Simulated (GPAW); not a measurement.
# Fe: magnon spectra with GPAW

Wanted: magnon spectra for Fe, with the cost of each step.

Calculated with GPAW 26.7.0; LDA; plane waves with GPAW's PAW setups, scalar-relativistic.

The database entry behind the starting cell differs from other determinations of this structure, so it need not match the best structure at room temperature.

## 1. Starting point

It takes space group Im-3m (No. 229, cubic). The conventional cell has a = 2.886 Å, b = 2.886 Å, c = 2.886 Å, α = 90.00°, β = 90.00°, γ = 90.00°. Nearest to Fe lie 8 Fe at 2.50 Å.

## 2. Self-consistent state

All later steps read the density of this run.

Contents of order1.py:

```python
import json
import numpy as np
from ase import Atoms
from ase.parallel import paropen, parprint
from gpaw import GPAW

atoms = Atoms(['Fe'],
    cell=[[-1.443, 1.443, 1.443],
         [1.443, -1.443, 1.443],
         [1.443, 1.443, -1.443]],
    scaled_positions=[[0.0, 0.0, 0.0]],
    pbc=True,
    magmoms=[2.8])
atoms.calc = GPAW(mode={'name': 'pw', 'ecut': 550},
    xc='LDA',
    kpts={'size': (14, 14, 14), 'gamma': True},
    occupations={'name': 'fermi-dirac', 'width': 0.1},
    convergence={'density': 1e-05, 'energy': 1e-05},
    maxiter=200,
    txt='order1.txt')
e = atoms.get_potential_energy(force_consistent=True)
res = {'free_energy': e, 'energy_sigma0': atoms.get_potential_energy(), 'fermi_energy': atoms.calc.get_fermi_level()}
res['moments'] = atoms.get_magnetic_moments().tolist()
res['total'] = atoms.get_magnetic_moment()
parprint('site moments (muB):', np.round(res['moments'], 3))
parprint(f"total moment: {res['total']:.3f} muB")
parprint(f'free energy: {e:.6f} eV')
atoms.calc.write('order1.gpw')
with paropen('results.json', 'w') as f:
    json.dump(res, f)
```

Launch:

```bash
$ OMP_NUM_THREADS=1 mpirun -n 2 gpaw python order1.py > order1.log
```

The log of the run:

```text
site moments (muB): [2.226]
total moment: 2.228 muB
free energy: -10.001024 eV

--- order1.txt ---
Input parameters:
  mode=PW(ecut=550),
  convergence={'density': 1e-05, 'energy': 1e-05},
  kpts=MonkhorstPack(size=(14, 14, 14), gamma=True),
  maxiter=200,
  occupations=Occupations(name='fermi-dirac', width=0.1),
  xc=XC(name='LDA')

Diagonalizing LCAO Hamiltonian
Converting LCAO to pw mode

       Fe

Atoms  # Å, Bohr magnetons
|   | symbol |        x |        y |        z |    initial magnetic moments |
|---|--------|----------|----------|----------|-----------------------------|
| 0 |     Fe | 0.000000 | 0.000000 | 0.000000 | ( 0.0000,  0.0000,  2.8000) |

Unit cell  # Å
| periodic |         x |         y |         z |  lengths |     angles |
|----------|-----------|-----------|-----------|----------|------------|
|      yes | -1.443000 |  1.443000 |  1.443000 | 2.499349 | 109.471221 |
|      yes |  1.443000 | -1.443000 |  1.443000 | 2.499349 | 109.471221 |
|      yes |  1.443000 |  1.443000 | -1.443000 | 2.499349 | 109.471221 |

Number of symmetries: 48

BZ-sampling:
  Number of BZ points: 2744
  Number of IBZ points: 104

  Monkhorst-Pack size: [14, 14, 14]
  Monkhorst-Pack shift: [0.035714, 0.035714, 0.035714]

Plane wave coefficients: 370
Cutoff: 550.0 eV

Spin-components: 2 (collinear spins)
Bands:           9
Projectors:      6
Spin-degeneracy: 1
Datatype:        complex128

Parallelization:
  kpt:    2
  domain: 1
  band:   1

Density:
  Valence electrons: 8.0
  Components: 2
  Grid points: [14 14 14]
  Charge: 0.0  # |e|

Potential:
  Grid points: [14 14 14]

[... setups left out ...]
Reference energy: -34557.939371  # eV

eigensolver:
  PPCG
  Converge bands: occupied
  niter=2

density mixing:
  MSR1-Mixer
  Pratt-step length: 0.05
  Maximum mixing coefficient: 0.75
  Old densities: 10
  SVD Regularization: 0.005
  Good broyden scale: 1.0
  Trust region scale: 1.0
  Backstep threshold: 4.0
  History deletion threshold: 6.0
  Fourier metric: weight=20.0, sigma=0.015

occupation numbers:
  Fermi-Dirac:
    width: 0.1000  # eV

poisson solver:
  ecut: 4400.0  # eV

xc functional:
  name: None

convergence criteria:
- Maximum integral of absolute [dens]ity change: 1e-05 electrons / valence electron
- Maximum [total energy] change in last 3 cyles: 1e-05 eV / valence electron
- Maximum integral of absolute [eigenst]ate change: 4e-08 eV^2 / valence electron
maximum number of iterations: 200

SCF iterations
|iter     |      energy | eigst |  dens |  magmom |
|---------|-------------|-------|-------|---------|
|iter:   1|       0s |   -9.912137 | +0.57 |       |  +2.8044|
|iter:   2|       1s |   -9.913522 | -1.46 | -1.01 |  +2.7813|
|iter:   3|       3s |   -9.945369 | -1.47 | -1.06 |  +2.5817|
|iter:   4|       5s |   -9.963760 | -2.96 | -1.37 |  +2.4997|
|iter:   5|       6s |   -9.982873 | -2.75 | -1.51 |  +2.3280|
|iter:   6|       7s |   -9.984400 | -3.78 | -2.04 |  +2.2512|
|iter:   7|       9s |   -9.984572 | -3.90 | -2.34 |  +2.2249|
|iter:   8|      10s |   -9.984586 | -5.23 | -3.01 |  +2.2239|
|iter:   9|      12s |   -9.984590c| -5.71 | -3.29 |  +2.2281|
|iter:  10|      13s |   -9.984590c| -6.46 | -4.37 |  +2.2280|
|iter:  11|      15s |   -9.984590c| -6.95 | -4.60 |  +2.2281|
|iter:  12|      15s |   -9.984590c| -7.19 | -5.43c|  +2.2281|
|iter:  13|      16s |   -9.984590c| -7.56c| -5.96c|  +2.2281|

Converged in 13 steps
Energy contributions relative to reference atoms: (reference = -34557.939371)

Energy contributions:
  Kinetic:           3.180408
  Coulomb:          -2.686881
  Zero:              0.033254
  External:          0.000000
  Xc:              -10.494938
  Entropy:          -0.032868
  Spinorbit:         0.000000
  ----------------------------
  Free energy:     -10.001024
  Extrapolated:     -9.984590

dipole moment: (-3.559087, -3.559087, -3.559087)  # |e|*Ang

Total magnetic moment: (0.000000, 0.000000, 2.228078)

Local magnetic moments
|        x |        y |        z |
|----------|----------|----------|
| 0.000000 | 0.000000 | 2.226161 |  # Fe   0

Fermi level: 8.944
Eigenvalues  # (at kpt = [0.000, 0.000, 0.000])
| band index |      eig [eV] | occ [0-1] |      eig [eV] | occ [0-1] |
|------------|---------------|-----------|---------------|-----------|
|          0 |         0.644 |     1.000 |         1.020 |     1.000 |
|          1 |         6.748 |     1.000 |         8.658 |     0.946 |
|          2 |         6.748 |     1.000 |         8.658 |     0.946 |
|          3 |         6.748 |     1.000 |         8.658 |     0.946 |
|          4 |         7.991 |     1.000 |        10.390 |     0.000 |
|          5 |         7.991 |     1.000 |        10.390 |     0.000 |
|          6 |        17.351 |     0.000 |        19.285 |     0.000 |
|          7 |        17.351 |     0.000 |        19.285 |     0.000 |
|          8 |        17.351 |     0.000 |        19.285 |     0.000 |

No gap
No difference between direct/indirect transitions
```

Elapsed: 25 s, on 2 MPI ranks of Arm Neoverse N1, shared host; peak memory 0.31 GiB.

Read from the output:

- magnetization: 2.228 μB
- final state: ferromagnetic
- largest moment: 2.226 μB

After 13 cycles the largest moment stands at 2.23 μB.

## 3. More states at fixed density

The steps that follow sum over empty states, which the ground-state run does not converge; 10 states a spin are converged here at the frozen density and written with their wave functions.

It starts from the saved density of the lowest of the states tried.

Contents of nscf.py:

```python
from gpaw import GPAW

calc = GPAW('order1.gpw').fixed_density(
    kpts={'size': (14, 14, 14), 'gamma': True},
    nbands=14,
    convergence={'bands': 10, 'eigenstates': 1e-9},
    parallel={'domain': 1},
    txt='nscf.txt')
calc.write('nscf.gpw', mode='all')
```

Launch:

```bash
$ OMP_NUM_THREADS=1 mpirun -n 2 gpaw python nscf.py > nscf.log
```

The log of the run:

```text
Input parameters:
  mode=PW(ecut=550),
  convergence={'bands': 10, 'eigenstates': 1e-09},
  gpts=array([14, 14, 14]),
  kpts=MonkhorstPack(size=(14, 14, 14), gamma=True),
  maxiter=200,
  nbands=14,
  occupations=Occupations(name='fermi-dirac', width=0.1),
  parallel={'domain': 1},
  xc=XC(name='LDA')
```

It took 30 s on 2 MPI ranks; peak memory 0.33 GiB.

## 4. Spin excitations with damping

The dynamic susceptibility holds what the adiabatic couplings lack: the decay of magnons into spin-flip pairs, which widens and moves the peaks.

Contents of spectra.py:

```python
import json
import time
import numpy as np
from ase.parallel import paropen, parprint
from gpaw.response import ResponseContext, ResponseGroundStateAdapter
from gpaw.response.chiks import ChiKSCalculator
from gpaw.response.fxc_kernels import AdiabaticFXCCalculator
from gpaw.response.goldstone import FMGoldstoneScaling
from gpaw.response.localft import LocalPAWFTCalculator
from gpaw.response.susceptibility import ChiFactory, spectral_decomposition

gs = ResponseGroundStateAdapter.from_gpw_file('nscf.gpw')
context = ResponseContext(txt='chi.txt')
chiks_calc = ChiKSCalculator(gs, context=context, nbands=10, ecut=200, gammacentered=True)
fxc_calc = AdiabaticFXCCalculator(LocalPAWFTCalculator(gs, context, rshelmax=0))
factory = ChiFactory(chiks_calc, fxc_calculator=fxc_calc)
scaling = FMGoldstoneScaling()
w = np.linspace(-0.1200, 0.6, 61)  # eV
res = {'w': w.tolist(), 'rows': []}
t0 = time.time()
for q_c in [[0.0, 0.0, 0.0], [0.5, -0.5, 0.5]]:
    if context.comm.max_scalar(time.time() - t0) > 3211:  # seconds
        break
    chiks, chi = factory('+-', q_c, w + 1j * 0.02, fxc='ALDA', hxc_scaling=scaling)
    major, minor = spectral_decomposition(chi, pos_eigs=2, neg_eigs=0)
    full, mode = major.wblocks.all_gather(major.A_w), major.get_eigenmode_lineshapes(nmodes=1)[:, 0]
    ks = spectral_decomposition(chiks, pos_eigs=2, neg_eigs=0)[0]
    stoner = ks.wblocks.all_gather(ks.A_w)
    res['rows'].append([q_c, full.tolist(), mode.tolist(), stoner.tolist()])
    parprint('q', q_c, f' peak of the leading mode at {1000 * w[np.argmax(mode)]:.0f} meV')
res['scale'] = None if scaling is None else float(scaling.lambd)
parprint('kernel scale:', res['scale'])
with paropen('results.json', 'w') as f:
    json.dump(res, f)
```

Launch:

```bash
$ OMP_NUM_THREADS=1 mpirun -n 2 gpaw python spectra.py > spectra.log
```

The log of the run:

```text
q [0.0, 0.0, 0.0]  peak of the leading mode at 0 meV
q [0.5, -0.5, 0.5]  peak of the leading mode at 348 meV
kernel scale: 0.947724
```

Elapsed: 20 s, on 2 MPI ranks; peak memory 0.39 GiB; 41 s of CPU time.

Read from the output:

| Item | Value |
| --- | --- |
| scale of the kernel | 0.9477 |

Broadened by 20 meV. Table of leading mode of the spin-flip spectrum by energy; read off at these points:

```
energy (meV)  q = [0.0, 0.0, 0.0] (eV⁻¹)  q = [0.5, -0.5, 0.5] (eV⁻¹)
        -120                        2.68                            0
         -96                        4.13                            0
         -84                        5.34                            0
         -60                        9.96                            0
         -48                        14.8                            0
         -24                        41.0                            0
           0                        99.0                            0
          12                        72.2                            0
          36                        23.2                         2.23
          60                        9.86                         2.22
          72                        7.07                         2.80
          96                        4.11                         6.50
         108                        3.28                         9.06
         132                        2.22                         12.8
         156                        1.60                         20.9
         168                        1.38                         16.0
         192                        1.06                         7.92
         216                       0.846                         8.07
         228                       0.762                         8.46
         252                       0.627                         16.2
         264                       0.571                         22.3
         288                       0.483                         15.8
         312                       0.418                         15.6
         324                       0.393                         21.3
         348                       0.345                         49.5
         372                       0.311                         25.2
         384                       0.303                         15.4
         408                       0.314                         8.98
         420                       0.354                         8.10
         444                       0.511                         6.83
         468                       0.321                         6.05
         480                       0.268                         5.87
         504                       0.250                         5.73
         528                       0.345                         4.90
         540                       0.322                         6.22
         564                       0.190                         7.67
         576                       0.161                         6.34
         600                       0.131                         3.25
```

Magnon peaks, by row:

```
 q1    q2   q3  |q| (Å⁻¹)  peak (meV)  height (1/eV)
  0     0    0          0     -0.1637          99.02
0.5  -0.5  0.5      2.177       350.4          49.46
```

Kohn-Sham (Stoner) spectrum against energy; read off at these points:

```
energy (meV)  q = [0.0, 0.0, 0.0] (eV⁻¹)  q = [0.5, -0.5, 0.5] (eV⁻¹)
        -120                     0.00729                       6.1e-4
         -96                     0.00766                       7.8e-4
         -72                     0.00810                       9.1e-4
         -48                     0.00899                      0.00120
         -24                     0.00987                      0.00186
           0                      0.0110                      0.00322
          24                      0.0122                      0.00794
          48                      0.0138                       0.0115
          84                      0.0240                       0.0120
         108                      0.0196                       0.0157
         132                      0.0186                       0.0197
         156                      0.0188                       0.0333
         180                      0.0186                       0.0620
         204                      0.0175                       0.0356
         228                      0.0188                       0.0270
         252                      0.0203                       0.0294
         276                      0.0192                       0.0580
         300                      0.0189                       0.0573
         324                      0.0202                       0.0324
         348                      0.0222                       0.0306
         372                      0.0259                       0.0328
         396                      0.0352                       0.0375
         432                      0.0849                       0.0741
         444                      0.0980                       0.0955
         456                      0.0866                        0.102
         480                      0.0788                        0.125
         504                      0.0615                        0.109
         528                      0.0700                        0.128
         552                      0.0826                       0.0937
         564                      0.0959                       0.0812
         576                      0.0948                       0.0765
         600                      0.0588                       0.0868
```

## 5. Outcome

| Quantity | Value |
| --- | --- |
| state | ferromagnetic |
| largest site moment | 2.23 μB |
| peaks of the spectra | 0, 350 meV along the path |

In words: About the ferromagnetic state the spectra peak at 0, 350 meV along the path. The peak heights stay within a factor of 2.0; at a broadening of 20 meV this says little of the true damping. On a 14×14×14 mesh the spin-flip continuum is spiky, which can move the peaks; the table's peaks are interpolated between the points of the log. The kernel was multiplied by 0.948 to put the Goldstone mode at zero.

[Long decimals in the printed logs are rounded to 6 places.]

[Logs and program files are shortened in this print: banners, set-up blocks, solver, clock and traceback lines can be left out without a mark of their own.]

[Logs are printed without paths, hosts, clocks, repeated set-up lines and the standing remarks that a program may print on its own settings, such as how far it seeks lower states.]

[Hosts, paths, dates, database ids (printed as entryN), source tags and the programs' standing remarks are cut or masked in the printed files.]

[Where the starting crystal was built by hand or by swapping elements, it need not be the compound's stable phase.]

[Where a cell is said to come from a database of computed structures, the database is the Materials Project.]

[Runs that the program refused, that were killed for memory or that had too few empty states are not shown or counted.]

[Lattice constants of own cells that a recipe calls measured were typed without a cited source.]
